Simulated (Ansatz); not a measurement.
Entries from a set of simulations; values are calculated unless marked as measured.

```cif
data_mno2
_symmetry_space_group_name_H-M 'P4_2/mnm'
_symmetry_Int_Tables_number 136
_cell_length_a 4.3983
_cell_length_b 4.3983
_cell_length_c 2.8730
_cell_angle_alpha 90.000
_cell_angle_beta 90.000
_cell_angle_gamma 90.000
_cell_volume 55.58
loop_
_atom_site_label
_atom_site_type_symbol
_atom_site_symmetry_multiplicity
_atom_site_Wyckoff_symbol
_atom_site_fract_x
_atom_site_fract_y
_atom_site_fract_z
_atom_site_occupancy
Mn1 Mn 2 a 0.00000 0.00000 0.00000 1
O1 O 4 f 0.30515 0.30515 0.00000 1
_calc_subject 'Screened interactions in MnO2 (Pyrolusite)'
_calc_method 'DFT, LDA, plane waves, PAW (and 1 further level or step)'
_calc_program 'Ansatz 0.2.0'
_calc_settings_of_one_run 'cutoff 420 eV, 8×8×12 k-mesh, smearing width 0.08 eV, default PAW, coordination {"Mn": "other"}, magnetic state non-magnetic by constraint'
_calc_cost '2 runs, 8.1 min in all on 8 threads of Arm Neoverse V2, shared host (the runs of this entry)'
_calc_notes 'This run has no spin polarisation, although Mn can carry a moment. The cell and positions come from the Crystallography Open Database and are kept as given unless a step says otherwise. The bands cross the Fermi level under this constraint, which need not be the crystal’s state: magnetic order, correlation or a lattice distortion may open a gap.'
_calc_mn_d 'U 3.10 eV, U′ 2.22 eV, J 0.42 eV, bare V 17.6 eV'
_calc_method 'constrained RPA on non-magnetic LDA, 4×4×6 mesh, static; search for lower states off'
```

[Paths, hosts, dates, memory and timing lines, banners, echoed tables and standing remarks are left out of the program output.]

[Logs are printed without paths, hosts, clocks, repeated set-up lines and the standing remarks that a program may print on its own settings, such as how far it seeks lower states.]

[Runs of the session that timed out or met a known fault of the program may be left out.]

[Hosts, paths, dates, database ids (printed as entryN), source tags and the programs' standing remarks are cut or masked in the printed files.]
